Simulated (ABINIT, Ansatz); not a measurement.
```
How the form of the self-energy moves the gap of MgO2 (R-3m)
1.0
     1.60476    0.92651    3.49398
    -1.60476    0.92651    3.49398
     0.00000   -1.85302    3.49398
Mg O
1 2
Direct
  0.00000 0.00000 0.00000
  0.42879 0.42879 0.42879
  0.57121 0.57121 0.57121
# method: RPA screening on LDA, plane waves, norm-conserving pseudopotentials (and 3 further levels or steps)
# program: ABINIT 10.8.3
# settings: cutoff 38 Ha, PseudoDojo scalar-relativistic 0.4.1 standard, norm-conserving, ngkpt (4, 4, 4), nband 48, ecuteps 5.2 Ha, gwcalctyp 2, nfreqre 16, nfreqim 8, inclvkb 2, freqremax 40 eV, spmeth 1, nomegasf 120, shiftk (0, 0, 0), symchi 1, awtr 1, frequency cd, 4×4×4 k-mesh
# cost: 8 runs, 2 min in all on 4 MPI ranks of Arm Neoverse V1, shared host
# notes: The program’s warnings: Min real frequency set to default [Ha] = and nkpt*nsppol () is not a multiple of nproc spkpt (). The cell and positions are those that the Materials Project relaxed with its own functionals (PBE, PBE+U or r2SCAN), kept fixed. The 4×4×4 mesh is coarse for this cell, which bears on the long-range parts of exchange and screening.
# G0W0, Godby-Needs plasmon pole: 5.012 eV
# G0W0, Hybertsen-Louie plasmon pole: 5.377 eV
# G0W0, von der Linden-Horsch plasmon pole: 5.278 eV
# one-shot Hartree-Fock: 14.033 eV
# G0W0, contour deformation: 4.903 eV
# known limits: short of the basis limit; coarse k mesh
```

[Long decimals in the printed logs are rounded to 6 places.]

[Logs are printed without paths, hosts, clocks, repeated set-up lines and the standing remarks that a program may print on its own settings, such as how far it seeks lower states.]

[Paths, hosts, dates, memory and timing lines, banners, echoed tables and standing remarks are left out of the program output; an Ansatz launch command may be rebuilt from the run's recorded settings. Measured values are a selection of at most five: reports struck by readers or far from the other reports are left out. None is set beside runs whose start may be inverted or whose files or cutoffs have a known fault.]

[Runs of the session that timed out or met a known fault of the program may be left out.]

[Hosts, paths, dates, database ids (printed as entryN), source tags and the programs' standing remarks are cut or masked in the printed files.]

[G0W0 gaps are taken among the corrected bands and points alone; a level outside them can change the order at an edge.]

[Where Ansatz stands beside ABINIT at settings called matched, ABINIT's density can come from a denser mesh and the files from another edition; pairs whose starting gaps differed by over 0.03 eV were left out, so agreement reads better than it is.]
